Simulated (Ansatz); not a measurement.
# Charge trapping in glassy 61P2O5-28SrO-11Al2O3 (mol %) (97 atoms), part 2 of 4

Does an extra electron or hole in glassy 61P2O5-28SrO-11Al2O3 (mol %) (97 atoms) stay spread out, or do the atoms trap it?

Ansatz 0.2.0; Kohn-Sham DFT, PBE, PAW (set soft_2), plane waves.

The cell: 22 P, 5 Sr, 4 Al and 66 O. The quench rate of 500 K/ps far exceeds what a furnace or splat quench reaches. The starting topology of bonds comes from the classical model. The Brillouin zone is sampled at Γ only, in a cell whose shortest periodic width is 11 Å.

So far. Step 2 (Single point at the start): The r.m.s. force at the start is 1.6 eV/Å. Step 3 (Relaxation): The relaxation converged after 31 steps, 16.6 eV below its start, with a largest force component of 0.039 eV/Å.

**4. Single point at the relaxed geometry**

One more single point at the end of the walk gives the fuller output and checks the residual forces.

input.yaml reads:

```yaml
crystal:
  lattice:
    - [11.09234, 0.0, 0.0]
    - [0.0, 11.09234, 0.0]
    - [0.0, 0.0, 11.09234]
  atoms:
    - { symbol: P, position: [0.44162, 0.55331, 0.58636] }
    - { symbol: P, position: [0.22266, 0.95835, 0.42396] }
    - { symbol: P, position: [0.45882, 0.79996, 0.96916] }
    - { symbol: P, position: [0.09723, 0.64059, 0.71972] }
    - { symbol: P, position: [0.92287, 0.30024, 0.79473] }
    - { symbol: P, position: [0.67096, 0.45584, 0.52135] }
    [... 85 atom lines left out ...]
    - { symbol: O, position: [0.63509, 0.34365, 0.19178] }
    - { symbol: O, position: [0.41793, 0.68846, 0.54674] }
    - { symbol: O, position: [0.37579, 0.24769, 0.94848] }
    - { symbol: O, position: [0.40774, 0.25449, 0.52326] }
    - { symbol: O, position: [0.98308, 0.50506, 0.43679] }
    - { symbol: O, position: [0.36805, 0.89383, 0.92814] }
kpoints:
  mp_grid: { grid: [1, 1, 1] }
hamiltonian:
  xc: pbe
scf:
  occupations: { method: fixed }
output:
  forces: true
  stress: true
  populations: true
  dos:
    method: { smearing: { sigma: 0.08 } }
    de: 0.1
    projected: { site_lists: { Al: [Al], O: [O], P: [P], Sr: [Sr] } }
  eigenvalues: true
  write_density: true
  write_potential: true
  volumetric_format: npy
```

The run is started by

```
$ ansatz run input.yaml --threads 4 --pin off --max-ram 8192MiB --backend cpu --events-out ev --progress --plain --runs-dir out
```

Numbers of over 12 decimals in the logs are rounded to 6 here.

Log:

```text
[...]
Crystal: 97 atoms, lattice volume = 1364.802 Å³
Basis set: ecut = 420 eV, 26745 PW (Γ), exchange–correlation on 150×150×150 points (8 copies of the dense FFT grid, shifted against one another)
Bands: 381, of which v1, the nominal top of the filled ones, is band 284 counted from 1 (283 counted from 0)
Symmetry: 1 space group operations
[...]
k-points: 1
[...]
SCF iter   1: F=—  HF=-74004.911608 eV  |F-HF|=—  |Δ(HF+E_count)|=         —  Δρ=2.91e-3  dr2=1.71e-1  ethr=1.77e-3  ⟨swp⟩=7.0  Hψ=1529  notcnv=0  defer=95
[...]
SCF iter   9: F=-74004.898091 eV  HF=-74004.898091 eV  |F-HF|=3.74e-8  |Δ(HF+E_count)|=   3.64e-8  Δρ=2.44e-6  dr2=8.11e-8  ethr=1.76e-11  ⟨swp⟩=29.0  Hψ=5137  notcnv=0
SCF 1 converged in 9 iterations: F = -74004.898091 eV  dr2 = 8.11e-8
[...]
WARN: The input density's exchange-correlation potential varies sharply where the density is thin. Do not read a vacuum level from v_tot or v_xc, or from such a field of the output density. On a cell that repeats whose density bears no net charge and no dipole along the vacuum's axis use v_es (v_loc + v_h of the components); [...]
SCF converged after 9 iterations
Free energy (F): -74004.898091 eV
[...]
Internal energy: -74004.898091 eV  (E = F + TS)
E sigma→0 (E₀):  -74004.898091 eV
Fermi energy:    3.692796 eV
[...]
--- Forces (eV/Å), atoms counted from 1 ---
  atom   1  P     -0.01079295    -0.01421328     0.00951838
  atom   2  P     -0.02283621    -0.00608727    -0.00497217
  atom   3  P     -0.01633788     0.02765863     0.02159880
  atom   4  P      0.01824192     0.00614560    -0.02463118
  atom   5  P     -0.00034778    -0.00168178     0.00378592
  atom   6  P     -0.00090479    -0.01585140    -0.01080292
  atom   7  P     -0.00240527     0.02573946     0.01766365
  atom   8  P      0.02819531    -0.02214031     0.00748911
  atom   9  P      0.01109961    -0.00359203     0.01489508
  atom  10  P      0.01567913    -0.01254020    -0.02364943
  atom  11  P      0.00209553    -0.01287035     0.01295481
  atom  12  P     -0.00489617     0.01266341     0.00937749
  atom  13  P     -0.00042174    -0.00045924    -0.01205008
  atom  14  P     -0.01216860    -0.01429366    -0.00503944
[...]
atom  96  O      0.01152008     0.00115972    -0.01123908
  atom  97  O      0.00346739    -0.02169836    -0.01753500
  max |Σ_I F_I| component: 9.92e-5 eV/Å
--- Stress (GPa, compression-positive) ---
        1.344406       0.497722       1.064722
        0.497721       0.400915      -0.804961
        1.064722      -0.804967       2.145493
  P = ⅓ Tr σ = 1.2969 GPa (12.969 kbar)
--- Band table (eV) ---
[...]
--- Löwdin populations: 97 sites ---
  site symbol       q [e]
     0      P      2.8212
     1      P      2.8416
     2      P      2.7943
[...]
96      O      6.7772
  spilling = 0.016761 (of n_electrons = 568.000000)
```

Wall time 26 s (4 threads of Arm Neoverse V1, shared host); peak memory 1.7 GiB; 99 s of CPU time.

The program notes that the exchange-correlation potential is rough where the density is thin.

Numbers from this run:

| Item | Value |
| --- | --- |
| free energy | -74004.8981 eV |
| free energy per atom | -762.9371 eV/atom |
| SCF cycles | 9 |
| pressure | 1.297 GPa |
| r.m.s. force component | 0.01107 eV/Å |
| longest force | 0.04585 eV/Å |
| Fermi energy | 3.693 eV |
| gap (highest filled to lowest empty level) | 3.494 eV |
| spilling of the projection | 0.01676 |

Löwdin charges by element (they lack the spilled electrons, 0.098 e an atom on average):

```tsv
element	coordination	atoms	mean charge (e)	spread	least	most
Al	all	4	1.37	0.0106	1.35	1.38
O	all	66	-0.798	0.0764	-0.958	-0.672
P	all	22	2.17	0.0353	2.11	2.24
Sr	all	5	1.78	0.0122	1.76	1.80
```

States in the cell by windows of 1 eV, zero at the Fermi level; the larger projections on atomic orbitals stand beside the total:

```tsv
from (eV)	to (eV)	total	O p	P p	O s
-14	-13	4.0	2.3	0.5	0.5
-13	-12	6.0	3.5	0.9	0.7
-12	-11	6.4	3.8	1.0	0.6
-11	-10	9.9	6.2	1.7	0.9
-10	-9	15.6	10.4	3.0	0.9
-9	-8	13.6	9.3	2.1	0.9
-8	-7	12.9	8.9	1.5	1.3
-7	-6	35.6	25.8	3.7	3.8
-6	-5	41.9	33.1	3.5	3.3
-5	-4	53.9	45.2	3.3	3.0
-4	-3	50.4	45.3	1.8	1.3
-3	-2	64.7	59.8	1.9	0.8
-2	-1	54.7	51.5	1.3	0.3
-1	0	24.8	23.9	0.2	0.1
0	1	1.6	1.6	0.0	0.0
1	3	0.0	0.0	0.0	0.0
3	4	2.0	0.2	0.2	0.5
4	5	6.0	0.9	1.2	1.0
```

The curve was stored every 0.10 eV, coarse against its broadening of 0.08 eV, so these counts are rough.

With fixed occupations the program's Fermi level is the highest filled level; weight inside the gap is the broadening of levels at its edges.

Between -26 and -14 eV lie 162 more states.

The levels nearest the highest filled one (over half full), pooled over k-points and spins:

```tsv
level less the highest filled one (eV)	occupation
-0.601	2
-0.479	2
-0.367	2
-0.208	2
-0.175	2
0	2
3.49	0
4.46	0
4.69	0
4.84	0
5.09	0
5.27	0
```

Valence density in the ab plane at fractional z = 0.559, with atoms of P and Sr and Al and O within 0.2 Å of it. It is the smooth field of the valence electrons, not physical close to the nuclei.

Ten steps, logarithmic in the rise over the least value, from '0' (0.0 e/Å³) to '9' (6.0 e/Å³), each cell a mean:
```
4346654211112345431000123443234
4333332212234567742000001211244
3211111233445678742000000111233
1111111345542566531000111233221
0112211234543453211112334566531
0122211122356653101234445788741
0112210001368974211245435787631
0011100001379985211234434554310
0011100001257874211124565421100
0122210001245554432225787520000
1234321124565445554346899621001
2344421247887555655456787520011
2233321258986444444544554210012
1112222235764321224555542100012
2113454433432110124688642000122
2224577543344321014799742000123
2223576543456652113688631000122
1111344322478863112344310000112
0000011111367753334321100000011
0000000000134433577652000000000
0000000000011124787863101110000
0012321000000014788863123442100
0135653100000012567642235764210
2357874210000112233211136764222
```
Columns run along a (11.1 Å), rows up along b (11.1 Å). Atoms in or near the plane, at fractional coordinates: P at (0.74, 0.71), P at (0.39, 0.83), Sr at (0.58, 0.12), Al at (0.05, 0.41), O at (0.42, 0.69).

Electrostatic potential energy in the ab plane at fractional z = 0.559, with atoms of P and Sr and Al and O within 0.2 Å of it. With pseudopotentials it is smooth inside the atoms' cores, unlike the true potential.

Values in eV, 13 rows by 16 columns, each cell a mean:
```
 -2   3   1   7   7   5   5   1   0   8   8   9   9   7   4  -3
  1   7   9   9   5 -17 -37 -21  -5  10   9   9   9   9   6   1
  9  10  11  10   5 -23 -46 -17   7  10   7  -2  -2  -7  -3   8
 11  11  11  11   9   2 -30 -15   8   8  -1 -43 -46 -20  -6  10
 11  11  11  11  10   6 -25 -19   4   7   2 -22 -26   2  10  11
 10   9  10  11   9   0 -33 -47  -8   4   2 -21 -31   5  10  10
 -2  -2   7  10   0 -32 -21 -21  -2  -3 -32 -30  -8   8   9   6
 -7  -8   0   8   4  -5   4   7   7   1 -31 -23   4   9   8  -2
 -6  -5  -4  -5   2   0   4   9  10   7 -29 -17   9  10  10   4
  8   9   9   8   8   4 -23  -3   7   5   3   6  10  11  11  10
 11  11  11  11  11  10   4   4 -12 -31 -11   5   9  10  11  11
 10  10  11  11  11  10   9   3 -31 -52 -29   3   8   8  10   9
  6   1  -9   8   9   9   9   7  -2 -12  -1   7   2  -7   7   5
```
Columns run along a (11.1 Å; values clipped at the 3rd and 97th percentile), rows up along b (11.1 Å). Atoms in or near the plane, at fractional coordinates: P at (0.74, 0.71), P at (0.39, 0.83), Sr at (0.58, 0.12), Al at (0.05, 0.41), O at (0.42, 0.69).

Between filled and empty levels lie 3.49 eV (at Γ alone); a semilocal functional tends to put such gaps too low. In a disordered cell it changes from sample to sample, and tail or defect levels can set it. Mean Löwdin charges: Al +1.37, O -0.80, P +2.17, Sr +1.78 e (they miss 1.7 % of the electrons, so they add up to more than the cell's charge).

**5. An extra electron, atoms held**

The electron count changes by one with the atoms held: a vertical process, on a uniform background, with spin and a narrow Fermi–Dirac smearing. Its energy against the neutral cell hangs on the program's zero of potential.

input.yaml reads:

```yaml
crystal:
  lattice:
    - [11.09234, 0.0, 0.0]
    - [0.0, 11.09234, 0.0]
    - [0.0, 0.0, 11.09234]
  atoms:
    [... the 97 atom lines of step 4 ...]
total_charge: -1
kpoints:
  mp_grid: { grid: [1, 1, 1] }
hamiltonian:
  xc: pbe
scf:
  occupations: { method: fermi_dirac, width: 0.01 }
  lower_state_search: "off"
output:
  forces: true
  stress: true
  populations: intrinsic
  dos:
    method: { smearing: { sigma: 0.08 } }
    de: 0.1
    projected: { site_lists: { Al: [Al], O: [O], P: [P], Sr: [Sr] } }
  eigenvalues: true
  write_density: true
  write_potential: true
  volumetric_format: npy
magnetization:
  spin_polarized: true
  initial_magnetization: 1
```

Log:

```text
[...]
Crystal: 97 atoms, lattice volume = 1364.802 Å³
Basis set: ecut = 420 eV, 26745 PW (Γ), exchange–correlation on 150×150×150 points (8 copies of the dense FFT grid, shifted against one another)
Bands: 382, of which v1, the nominal top of the filled ones, is band 285 counted from 1 (284 counted from 0)
Symmetry: 1 space group operations
[...]
k-points: 1
[...]
Starting moments: Σ|m| = 1 μB on 97 of 97 sites
[...]
SCF iter   1: F=—  HF=-74063.297637 eV  |F-HF|=—  |Δ(HF+E_count)|=         —  Δρ=5.38e-2 (↑5.36e-2 ↓5.38e-2)  dr2=2.09e2  dr2_m=1.09e-1  M=1.000 μB ∫|m|=1.046 μB  β_m=1.00  ethr=3.10e-3  ⟨swp⟩=12.0  Hψ=4876  notcnv=0  defer=42
[...]
spin=Collinear: Resta preconditioning applied to the charge; magnetization (m = ρ↑ − ρ↓) channel mixes plain (no charge-response kernel on spin).
SCF iter   2: F=—  HF=-74018.166163 eV  |F-HF|=—  |Δ(HF+E_count)|=         —  Δρ=2.77e-2 (↑2.77e-2 ↓2.76e-2)  dr2=6.83e1  dr2_m=1.30e-2  M=1.000 μB ∫|m|=1.046 μB  β_m=0.30  ethr=3.10e-3  ⟨swp⟩=3.5  Hψ=1427  notcnv=0  defer=185
[...]
SCF iter   8: F=—  HF=-73997.576640 eV  |F-HF|=—  |Δ(HF+E_count)|=   2.49e-2  Δρ=7.71e-4 (↑7.71e-4 ↓7.17e-4)  dr2=6.53e-3  dr2_m=5.18e-3  M=0.919 μB ∫|m|=0.960 μB  β_m=0.30  ethr=7.43e-6  ⟨swp⟩=6.5  Hψ=1192  notcnv=0  defer=184
[...]
spin-set hold released at iteration 8 (site moments contracting): the magnetisation degrees of freedom join the quasi-Newton model from the next iteration; the mixer history was flushed
SCF iter   9: F=—  HF=-73997.584028 eV  |F-HF|=—  |Δ(HF+E_count)|=   7.39e-3  Δρ=6.11e-4 (↑6.11e-4 ↓5.37e-4)  dr2=3.89e-3  dr2_m=3.19e-3  M=0.939 μB ∫|m|=0.982 μB  β_m=0.65  ethr=1.15e-6  ⟨swp⟩=4.5  Hψ=1174  notcnv=0  defer=184
SCF iter  10: F=—  HF=-73997.596123 eV  |F-HF|=—  |Δ(HF+E_count)|=   1.21e-2  Δρ=1.27e-4 (↑1.27e-4 ↓1.01e-4)  dr2=7.14e-4  dr2_m=5.18e-5  M=0.978 μB ∫|m|=1.032 μB  β_m=0.70  ethr=6.84e-7  ⟨swp⟩=8.5  Hψ=1627  notcnv=0  defer=184
[...]
SCF iter  16: F=-73997.593793 eV  HF=-73997.593793 eV  |F-HF|=1.17e-8  |Δ(HF+E_count)|=   2.83e-8  Δρ=7.52e-7 (↑6.53e-7 ↓7.52e-7)  dr2=2.45e-8  dr2_m=5.76e-10  M=0.981 μB ∫|m|=1.039 μB  β_m=0.72  ethr=1.64e-11  ⟨swp⟩=10.0  Hψ=5626  notcnv=0
SCF iter  17: F=-73997.593793 eV  HF=-73997.593793 eV  |F-HF|=1.89e-10  |Δ(HF+E_count)|=  6.84e-10  Δρ=1.74e-7 (↑1.74e-7 ↓1.69e-7)  dr2=1.99e-9  dr2_m=6.97e-11  M=0.981 μB ∫|m|=1.039 μB  ethr=4.30e-12  ⟨swp⟩=8.5  Hψ=4924  notcnv=0
SCF 1 converged in 17 iterations: F = -73997.593793 eV  dr2 = 1.99e-9
[...]
SCF converged after 17 iterations
Magnetization: 0.9806 μB (284.9903 up, 284.0097 down)
Absolute magnetization: 1.0388 μB (∫|ρ↑−ρ↓|, with the PAW one-centre terms)
[...]
Per-site moments (μB) at R_I (Å): [(0.00141132, 0.604002), (0.000477762, 0.611242), (0.00245728, 0.607375), (0.000608597, 0.618642), (0.0007459, 0.623349), [...]
Free energy (F): -73997.593793 eV
[...]
Internal energy: -73997.592701 eV  (E = F + TS)
E sigma→0 (E₀):  -73997.593247 eV
Entropy (-TS):   -0.001091 eV (-0.011 meV/atom)
Fermi energy:    7.428824 eV
[...]
Σ components = -73997.593793   (vs F -73997.593793, Δ=0.00e0)
--- Forces (eV/Å), atoms counted from 1 ---
  atom   1  P      0.08560619    -0.13541340     0.01753945
  atom   2  P     -0.01161653     0.12846419    -0.07305996
  atom   3  P     -0.03115434    -0.05837768     0.12108890
  atom   4  P      0.15647700    -0.02551849     0.07652695
[...]
atom  97  O     -0.05584067     0.04134354    -0.04313282
  max |Σ_I F_I| component: 4.20e-6 eV/Å
--- Stress (GPa, compression-positive) ---
        2.637944       0.569136       0.979072
        0.569135       1.254110      -0.788937
        0.979072      -0.788943       3.080085
  P = ⅓ Tr σ = 2.3240 GPa (23.240 kbar)
--- Band table (eV) ---
[...]
--- intrinsic populations: 97 sites ---
  site symbol       q [e]    m [muB]
     0      P      2.8654     0.0072
     1      P      2.8787     0.0024
     2      P      2.8384     0.0112
[...]
96      O      6.8936     0.0026
  spilling = 0.000000 (of n_electrons = 569.000000)
```

The job ended after 80 s (4 threads; peak memory 2.9 GiB).

An extra electron, atoms held: the energy stands 7.30 eV above that of the reference, with a moment of 0.98 μB.

The levels nearest the highest filled one (over half full), pooled over k-points and spins:

```tsv
level less the highest filled one (eV)	occupation
-3.86	1
-3.82	1
-3.81	1
0	0.99
0.0925	0.01
0.877	0
0.996	0
1.22	0
```

Spin density in the ab plane at fractional z = 0.559, with atoms of P and Sr and Al and O within 0.2 Å of it.

Ten even steps from '0' (-0.03 × 1e-2 e/Å³) to '9' (1.94 × 1e-2 e/Å³), each cell a mean:
```
0000000000000000000000000000000
0000000000000000000000000000000
0000000000000000000000000000000
0000000000000000000000000000000
0000000000000110000000000000000
0000000000000000000000000010000
0000000000001210000001000000000
0000000000002420000012100000000
0000000000000000000000000000000
0000000000001111000000230000000
0000000000000011000000692000000
0000000000000000000000010000000
0000000000020000000000110000000
0000000000000000000000121000000
0000000000000000000011000000000
0000000000000000000024100000000
0000000000000000000000000000000
0000000000000000000000000000000
0000000000000000000000000000000
0000000000000000001000000000000
0000000000000000001100000000000
0000000000000000001100000000000
0000000000000000000000000000000
0000000000000000000000000000000
```
Columns run along a (11.1 Å), rows up along b (11.1 Å). Atoms in or near the plane, at fractional coordinates: P at (0.74, 0.71), P at (0.39, 0.83), Sr at (0.58, 0.12), Al at (0.05, 0.41), O at (0.42, 0.69).

(Part 2 of 4 ends here.)

[Logs are printed without paths, hosts, clocks, repeated set-up lines and the standing remarks that a program may print on its own settings, such as how far it seeks lower states.]

[Hosts, paths, dates, database ids (printed as entryN), source tags and the programs' standing remarks are cut or masked in the printed files.]
